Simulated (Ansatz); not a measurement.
# Moving the knobs of a GW run on ZnPS3 (C2/m)

A base run on ZnPS3 (C2/m), then changed inputs.

Main program and level: Ansatz 0.2.0; G0W0 on LDA, plane waves, PAW.

### 1. The starting structure

It takes space group C2/m (No. 12, monoclinic). The conventional cell has a = 5.848 Å, b = 10.137 Å, c = 6.591 Å, α = 90.00°, β = 107.04°, γ = 90.00°. Nearest to Zn lie 6 S at 2.50 to 2.51 Å. Nearest to P lie 3 S at 2.03 Å and 1 P at 2.19 Å. Nearest to S lie 1 P at 2.03 Å and 2 Zn at 2.50 Å. Nearest to S lie 1 P at 2.03 Å and 2 Zn at 2.51 Å. Farther neighbours and most contacts between anions are not listed.

The structure was relaxed with LDA. The runs that relaxed it are not among those shown. The default PAW set here is soft_2. Its files were made with PBE.

### 2. The base run: 2×2×2 mesh, 362 empty bands, screening to 90 eV

G0W0 replaces the xc potential by the self-energy, built once from these orbitals. Only a window of levels is corrected, while the sums run over the empty bands that the input names.

The input, input.yaml:

```yaml
crystal:
  lattice:
    - [2.9241439516, -5.0686337764, 0.0002131003]
    - [2.9241439516, 5.0686337764, 0.0002131003]
    - [-1.9314010456, 0.0, 6.30138264]
  atoms:
    - { symbol: Zn, position: [0.6674819479, 0.3325180521, 0.0] }
    - { symbol: Zn, position: [0.3325180521, 0.6674819479, 0.0] }
    - { symbol: P, position: [0.9420357264, 0.9420357264, 0.8265338672] }
    - { symbol: P, position: [0.0579642736, 0.0579642736, 0.1734661328] }
    - { symbol: S, position: [0.5801548021, 0.9164201668, 0.7487598531] }
    - { symbol: S, position: [0.0835798332, 0.4198451979, 0.2512401469] }
    - { symbol: S, position: [0.7465943414, 0.7465943414, 0.2505942246] }
    - { symbol: S, position: [0.2534056586, 0.2534056586, 0.7494057754] }
    - { symbol: S, position: [0.4198451979, 0.0835798332, 0.2512401469] }
    - { symbol: S, position: [0.9164201668, 0.5801548021, 0.7487598531] }
kpoints:
  mp_grid: { grid: [2, 2, 2] }
hamiltonian:
  xc: lda
scf:
  occupations: { method: fixed }
gw:
  n_empty_bands: 362
  ecut_chi: 90
  qp_bands: [v3, c3]
  qp_kpoints: band_edges
  screening: { model: contour_deformation }
```

On the command line:

```sh
$ ansatz run input.yaml --threads 8 --pin off --max-ram 55296MiB --backend cuda --events-out ev --progress --plain --runs-dir out --devices 1 --max-vram 24GiB
```

Numbers of over 12 decimals in the logs are rounded to 6 here.

Output:

```text
GPUs: using 1 of 1 available (devices: 1).
Engine: ansatz 0.2.0, x86_64-unknown-linux-gnu
Pseudopotentials: kind: paw
Pseudopotential: Zn, paw, valence charge 12, recommended cutoff 420 eV (normal), Zn.paw.azcp
Pseudopotential: P, paw, valence charge 5, recommended cutoff 420 eV (normal), P.paw.azcp
Pseudopotential: S, paw, valence charge 6, recommended cutoff 420 eV (normal), S.paw.azcp
Functional definition: SPW92
  exchange = slater_x
  correlation = pw_c
device memory: the entry about to start is reckoned to put 5.0 GiB on a device that reports 78.6 GiB free (of which the cap on the GPU budget leaves the run 24.0 GiB)
GPU FFT provider: cuFFT
GPU libraries: cuBLAS 13.8.2, cuFFT 12.4.0, cuSOLVER 12.3.4
Crystal: 10 atoms, lattice volume = 186.795 Å³
Basis set: ecut = 420 eV, 3641 PW (Γ)
Bands: 45, of which v1, the nominal top of the filled ones, is band 35 counted from 1 (34 counted from 0)
Symmetry: 4 space group operations
Space group: C2/m (ITA 12), of the structure as read, at distance tolerance 5.7e-5 Å
k-points: 6 of 8
Non-local potential: Zn, projectors of the file, l = 0: 2, l = 1: 2, l = 2: 3, l = 3: 1
Non-local potential: P, projectors of the file, l = 0: 2, l = 1: 2, l = 2: 2
Non-local potential: S, projectors of the file, l = 0: 2, l = 1: 2, l = 2: 2
PAW form: soft (Blöchl's): semilocal exchange-correlation on the pseudo side does not see the compensation charge
PAW frozen core: Zn, regenerated for the run's functional, and the local potential with it (the file was generated under x = pbe(κ = 0.804, μ = 0.219515), c = pbe(β = 0.066725))
PAW frozen core: P, regenerated for the run's functional, and the local potential with it (the file was generated under x = pbe(κ = 0.804, μ = 0.219515), c = pbe(β = 0.066725))
PAW frozen core: S, regenerated for the run's functional, and the local potential with it (the file was generated under x = pbe(κ = 0.804, μ = 0.219515), c = pbe(β = 0.066725))
PAW one-centre angular grid: Zn, 590 points (default); XC on 64 Gauss nodes
PAW one-centre angular grid: P, 110 points (default); XC on 64 Gauss nodes
PAW one-centre angular grid: S, 110 points (default); XC on 64 Gauss nodes
Initial density: superposition of atomic densities (neutral atoms: chi_scale 0, normalization atom), corrected by the library's trained network
Initial wavefunctions: pseudopotential atomic-orbital guess
GPU buffer pool allocated for 72000 grid points (all kernels)
GPU transforms: local potential and band sums: pruned to the plane-wave sphere, on 40×40×45
Functional: x = slater, c = lda
SCF iter   1: F=—  HF=-13165.737611 eV  |F-HF|=—  |Δ(HF+E_count)|=         —  Δρ=6.14e-3  dr2=6.23e-2  ethr=1.77e-3  ⟨swp⟩=5.8  Hψ=1183  notcnv=0  defer=43
[...]
NSCF: frozen V_eff on 1 k-points
device memory: the entry about to start is reckoned to put 0.8 GiB on a device that reports 78.4 GiB free (of which the cap on the GPU budget leaves the run 24.0 GiB)
NSCF: frozen V_eff on 1 k-points
SCF converged after 8 iterations
Free energy (F): -13165.719271 eV
Harris-Foulkes:  -13165.719271 eV  (|F-HF|=2.44e-9)
Internal energy: -13165.719271 eV  (E = F + TS)
E sigma→0 (E₀):  -13165.719271 eV
Fermi energy:    6.161975 eV
--- Per-component energies (eV) ---
  E_band       = 7.759831
  E_kinetic    = 1058.121133
  E_local      = -5444.144975  (includes V_loc(G=0)·N_el)
  E_nonlocal   = 1485.075127
  E_hartree    = 2260.688622
  E_xc         = -973.639152
  E_vxc        = -758.899560  (∫ρ·V_xc dr)
  E_paw        = -8010.066916  (= ΣΔE_a)
  E_vpaw       = -853.770427  (= ΣTr[D̂ρ^β])
  E_aug_tail   = -0.000723  (compensation charges beyond the density's cutoff)
  E_ewald      = -3546.020558
  E_core_change = 4.268171  (= ΣΔE_core)
  E_smearing   = -0.000000  (= −TS)
  E_closure    = 0.000000  (closes the sum)
  Σ components = -13165.719271   (vs F -13165.719271, Δ=0.00e0)
--- Band table (eV; the first three rows and the last of 6) ---
  k-point 0: bands = [... 31 lower, 5.2973, 5.3827, 5.7989, 5.8497, 8.2927, 9.4105, 9.5133, 9.8252, ... 6 higher]
  k-point 1: bands = [... 31 lower, 5.2302, 5.3084, 5.8659, 5.9305, 8.7737, 9.3968, 9.6508, 9.7633, ... 6 higher]
  k-point 2: bands = [... 31 lower, 5.0486, 5.1374, 5.5588, 5.9741, 8.9084, 9.1293, 9.4897, 9.5344, ... 6 higher]
  k-point 5: bands = [... 31 lower, 4.4886, 5.2386, 5.6963, 5.8063, 8.9655, 9.1431, 9.4854, 9.7024, ... 6 higher]
--- G₀W₀: contour deformation, 6 samples at zero and on the imaginary axis and 1 off it, 8 q-points, 362 empty bands' worth ---
  eigenvalues of the whole cell's RPA ε∞ on this k-mesh (on a slab, of 1 + 4πα/V) = 5.4916, 9.8280, 9.8799; static W/v taken at q = 0 is 0.115290
  gw.qp_kpoints: band_edges: 6 of 6 stored k-points solved, in 1 pass; an edge of the gap read off the rows below is read off those points alone
    ik  band        ε_KS         Σx   Σc(E_QP)       V_xc       Z   E_QP_lin       E_QP  E_QP is
     0    33      5.3827   -18.8642     2.4437   -16.0625  0.7520     5.0228     5.0248  root
     0    34      5.7989   -20.5927     2.5221   -17.6646  0.7548     5.3905     5.3929  root
     0    35      5.8497   -20.6701     2.5206   -17.7446  0.7547     5.4426     5.4449  root
     0    36      8.2927   -10.0415    -4.4194   -15.3214  0.7773     9.1631     9.1531  root
     0    37      9.4105    -9.8618    -4.7255   -15.4820  0.7630    10.3196    10.3052  root
     0    38      9.5133    -8.3269    -4.3945   -13.4759  0.7752    10.2763    10.2677  root
     1    33      5.3084   -18.8843     2.4993   -16.0112  0.7508     4.9324     4.9347  root
     1    34      5.8659   -20.6045     2.4838   -17.7242  0.7556     5.4671     5.4693  root
[...]
5    35      5.8063   -20.4553     2.6792   -17.3277  0.7517     5.3549     5.3580  root
     5    36      8.9655    -9.3428    -4.2612   -14.4064  0.7784     9.7770     9.7680  root
     5    37      9.1431    -9.6325    -4.3167   -14.7425  0.7678     9.9461     9.9365  root
     5    38      9.4854   -10.2785    -4.4909   -15.6125  0.7612    10.3409    10.3285  root
```

Elapsed: 3.6 s, on 1 × NVIDIA H100 80GB HBM3 with 8 threads of AMD EPYC 7R13 (Zen 3), shared host; peak memory 1.4 GiB.

This step gave:

```yaml
bands_summed: 397
rpa_eps_infinity_on_this_mesh_eigenvalues: 5.492, 9.828, 9.880
plane_waves_in_the_screening_matrix: 365
q_points_in_the_mesh: 8
g0w0_gap_on_the_mesh: 3.410 eV
k_of_the_valence_top: -0.5, -0.5, 0
k_of_the_conduction_bottom: 0, 0, 0
starting_gap_on_the_mesh: 2.131 eV
z_at_the_valence_top: 0.7540
z_at_the_conduction_bottom: 0.7773
least_direct_g0w0_gap_on_the_computed_points: 3.586 eV
```

The gap on the mesh goes from 2.13 eV to 3.41 eV, a correction of +1.28 eV. Between the two edge states, bare exchange in place of the xc potential would open the gap by 8.27 eV, and correlation takes back 6.99 eV.

### 3. Variant: plasmon pole at a typed frequency

input.yaml: that of step 2 with these lines changed.

```diff
@@ -23,6 +23,7 @@
 gw:
-  n_empty_bands: 362
-  ecut_chi: 90
+  n_empty_bands: 424
+  ecut_chi: 100
   qp_bands: [v3, c3]
   qp_kpoints: band_edges
-  screening: { model: contour_deformation }
+  screening: { model: godby_needs }
+  plasmon_pole_fit_frequency: 10
```

Output:

```text
GPUs: using 1 of 1 available (devices: 1).
[...]
GPU FFT provider: cuFFT
GPU libraries: cuBLAS 13.8.2, cuFFT 12.4.0, cuSOLVER 12.3.4
Crystal: 10 atoms, lattice volume = 186.795 Å³
Basis set: ecut = 420 eV, 3641 PW (Γ)
Bands: 45, of which v1, the nominal top of the filled ones, is band 35 counted from 1 (34 counted from 0)
[... 1 set-up line as in the run before ...]
[...]
k-points: 6 of 8
[...]
GPU buffer pool allocated for 72000 grid points (all kernels)
[...]
SCF iter   1: F=—  HF=-13165.737611 eV  |F-HF|=—  |Δ(HF+E_count)|=         —  Δρ=6.14e-3  dr2=6.23e-2  ethr=1.77e-3  ⟨swp⟩=5.8  Hψ=1183  notcnv=0  defer=43
[...]
SCF iter   8: F=-13165.719271 eV  HF=-13165.719271 eV  |F-HF|=2.44e-9  |Δ(HF+E_count)|=   4.39e-8  Δρ=1.95e-6  dr2=9.57e-9  ethr=1.43e-10  ⟨swp⟩=13.5  Hψ=1364  notcnv=0
SCF 1 converged in 8 iterations: F = -13165.719271 eV  dr2 = 9.57e-9
[...]
NSCF: frozen V_eff on 6 k-points
[...]
G₀W₀ screening: q 1/6
[... further progress lines ...]
[...]
SCF converged after 8 iterations
Free energy (F): -13165.719271 eV
[...]
Internal energy: -13165.719271 eV  (E = F + TS)
E sigma→0 (E₀):  -13165.719271 eV
Fermi energy:    6.161975 eV
[...]
--- Band table (eV; the first three rows and the last of 6) ---
  k-point 0: bands = [... 31 lower, 5.2973, 5.3827, 5.7989, 5.8497, 8.2927, 9.4105, 9.5133, 9.8252, ... 6 higher]
  k-point 1: bands = [... 31 lower, 5.2302, 5.3084, 5.8659, 5.9305, 8.7737, 9.3968, 9.6508, 9.7633, ... 6 higher]
  k-point 2: bands = [... 31 lower, 5.0486, 5.1374, 5.5588, 5.9741, 8.9084, 9.1293, 9.4897, 9.5344, ... 6 higher]
  k-point 5: bands = [... 31 lower, 4.4886, 5.2386, 5.6963, 5.8063, 8.9655, 9.1431, 9.4854, 9.7024, ... 6 higher]
--- G₀W₀: ω_p = 10.0000 eV, 8 q-points, 424 empty bands' worth ---
[...]
GN-PPA: 468202/1449397 pairs with Re ω̃² < 0 across q-mesh
[...]
0    33      5.3827   -18.8642     2.5214   -16.0625  0.7548     5.1019     5.1025  root
     0    34      5.7989   -20.5927     2.5969   -17.6646  0.7555     5.4669     5.4677  root
     0    35      5.8497   -20.6701     2.5947   -17.7446  0.7551     5.5181     5.5190  root
     0    36      8.2927   -10.0415    -4.3551   -15.3214  0.7762     9.2242     9.2174  root
     0    37      9.4105    -9.8618    -4.6668   -15.4820  0.7663    10.3728    10.3639  root
     0    38      9.5133    -8.3269    -4.3280   -13.4759  0.7765    10.3398    10.3342  root
     1    33      5.3084   -18.8843     2.5731   -16.0112  0.7546     5.0077     5.0085  root
     1    34      5.8659   -20.6045     2.5575   -17.7242  0.7559     5.5422     5.5430  root
[...]
5    35      5.8063   -20.4553     2.7520   -17.3277  0.7533     5.4296     5.4308  root
     5    36      8.9655    -9.3428    -4.1884   -14.4064  0.7784     9.8469     9.8408  root
     5    37      9.1431    -9.6325    -4.2586   -14.7425  0.7697    10.0009     9.9945  root
     5    38      9.4854   -10.2785    -4.4250   -15.6125  0.7651    10.4035    10.3944  root
```

The job ended after 4.6 s (1 × NVIDIA H100 80GB HBM3 with 8 threads; peak memory 1.6 GiB; 16 s of CPU time).

The G0W0 gap on the mesh is 3.400 eV.

Against the base:

| setting | base | variant |
| --- | --- | --- |
| empty bands | 362 | 424 |
| screening cutoff (eV) | 90 | 100 |
| frequency model | contour deformation | plasmon pole |
| plasmon pole fit frequency | - | 10 |

| quantity | variant | base |
| --- | --- | --- |
| starting gap on the mesh | 2.131 | 2.131 |
| G0W0 gap on the mesh | 3.400 | 3.410 |
| least direct G0W0 gap on the computed points | 3.585 | 3.586 |
| Z at the valence top | 0.754 | 0.754 |
| Z at the conduction bottom | 0.776 | 0.777 |

### 4. Variant: coarser q mesh

input.yaml: that of step 3 with these lines changed.

```diff
@@ -27,3 +27,3 @@
   qp_kpoints: band_edges
-  screening: { model: godby_needs }
-  plasmon_pole_fit_frequency: 10
+  screening: { model: contour_deformation }
+  q_mesh: [1, 1, 1]
```

Output:

```text
GPUs: using 1 of 1 available (devices: 1).
[...]
GPU FFT provider: cuFFT
GPU libraries: cuBLAS 13.8.2, cuFFT 12.4.0, cuSOLVER 12.3.4
Crystal: 10 atoms, lattice volume = 186.795 Å³
Basis set: ecut = 420 eV, 3641 PW (Γ)
Bands: 45, of which v1, the nominal top of the filled ones, is band 35 counted from 1 (34 counted from 0)
[... 1 set-up line as in the run before ...]
[...]
k-points: 6 of 8
[...]
GPU buffer pool allocated for 72000 grid points (all kernels)
[...]
SCF iter   1: F=—  HF=-13165.737611 eV  |F-HF|=—  |Δ(HF+E_count)|=         —  Δρ=6.14e-3  dr2=6.23e-2  ethr=1.77e-3  ⟨swp⟩=5.8  Hψ=1183  notcnv=0  defer=43
[...]
SCF iter   8: F=-13165.719271 eV  HF=-13165.719271 eV  |F-HF|=2.44e-9  |Δ(HF+E_count)|=   4.39e-8  Δρ=1.95e-6  dr2=9.57e-9  ethr=1.43e-10  ⟨swp⟩=13.5  Hψ=1364  notcnv=0
SCF 1 converged in 8 iterations: F = -13165.719271 eV  dr2 = 9.57e-9
[...]
G₀W₀ screening: q 1/1
[... further progress lines ...]
[...]
SCF converged after 8 iterations
Free energy (F): -13165.719271 eV
[...]
Internal energy: -13165.719271 eV  (E = F + TS)
E sigma→0 (E₀):  -13165.719271 eV
Fermi energy:    6.161975 eV
[...]
--- Band table (eV; the first three rows and the last of 6) ---
  k-point 0: bands = [... 31 lower, 5.2973, 5.3827, 5.7989, 5.8497, 8.2927, 9.4105, 9.5133, 9.8252, ... 6 higher]
  k-point 1: bands = [... 31 lower, 5.2302, 5.3084, 5.8659, 5.9305, 8.7737, 9.3968, 9.6508, 9.7633, ... 6 higher]
  k-point 2: bands = [... 31 lower, 5.0486, 5.1374, 5.5588, 5.9741, 8.9084, 9.1293, 9.4897, 9.5344, ... 6 higher]
  k-point 5: bands = [... 31 lower, 4.4886, 5.2386, 5.6963, 5.8063, 8.9655, 9.1431, 9.4854, 9.7024, ... 6 higher]
[...]
0    33      5.3827   -19.7152     3.2247   -16.0625  0.7312     4.9509     4.9546  root
     0    34      5.7989   -21.5127     3.3764   -17.6646  0.7340     5.3230     5.3272  root
     0    35      5.8497   -21.6177     3.3962   -17.7446  0.7339     5.3685     5.3729  root
     0    36      8.2927    -9.0512    -5.4745   -15.3214  0.7510     9.1006     9.0883  root
     0    37      9.4105    -9.1125    -5.5740   -15.4820  0.7394    10.2209    10.2060  root
     0    38      9.5133    -7.7156    -5.1600   -13.4759  0.7534    10.1204    10.1136  root
     1    33      5.3084   -19.6944     3.2527   -16.0112  0.7306     4.8741     4.8779  root
     1    34      5.8659   -21.5291     3.3456   -17.7242  0.7347     5.4026     5.4066  root
[...]
5    35      5.8063   -21.2618     3.4404   -17.3277  0.7337     5.3080     5.3127  root
     5    36      8.9655    -8.5845    -5.1423   -14.4064  0.7542     9.6537     9.6451  root
     5    37      9.1431    -9.0957    -5.0150   -14.7425  0.7465     9.7825     9.7749  root
     5    38      9.4854    -9.5713    -5.3015   -15.6125  0.7428    10.2361    10.2251  root
```

Wall time 2.8 s (1 × NVIDIA H100 80GB HBM3 with 8 threads); peak memory 1.4 GiB.

Against the base:

| setting | base | variant |
| --- | --- | --- |
| empty bands | 362 | 424 |
| screening cutoff (eV) | 90 | 100 |
| q mesh | - | [1, 1, 1] |

| quantity | variant | base |
| --- | --- | --- |
| starting gap on the mesh | 2.131 | 2.131 |
| G0W0 gap on the mesh | 3.418 | 3.410 |
| least direct G0W0 gap on the computed points | 3.533 | 3.586 |
| Z at the valence top | 0.734 | 0.754 |
| Z at the conduction bottom | 0.751 | 0.777 |

### 5. What came out

```
base                              : 3.41 eV, 3.6 s
plasmon pole at a typed frequency : 3.40 eV, 4.6 s
coarser q mesh                    : 3.42 eV, 2.8 s
```

What this shows: Plasmon pole at a typed frequency: the gap moves by −0.01 eV. The variant differs from the base in empty bands, screening cutoff, frequency model and plasmon pole fit frequency together, so the change can't be laid to one of them. Coarser q mesh: the gap moves by +0.01 eV; such settings are too crude to quote. The variant differs from the base in empty bands, screening cutoff and q mesh together, so the change can't be laid to one of them. All runs here use a coarse mesh and modest cutoffs; they test settings and are not final values. The 2×2×2 mesh is coarse for this cell (its supercell is 12 Å along the shortest edge). The RPA ε∞ on it, from the LDA start, is 5.49, 9.83 and 9.88; such meshes misread the long-range screening, most where the gap is narrow.

[Paths, hosts, dates, memory and timing lines, banners, echoed tables and standing remarks are left out of the program output.]

[Logs are printed without paths, hosts, clocks, repeated set-up lines and the standing remarks that a program may print on its own settings, such as how far it seeks lower states.]

[Runs of the session that timed out or met a known fault of the program may be left out.]

[Cells called generated may have been cut or substituted from an entry of the Crystallography Open Database or the Materials Project.]

[Hosts, paths, dates, database ids (printed as entryN), source tags and the programs' standing remarks are cut or masked in the printed files.]
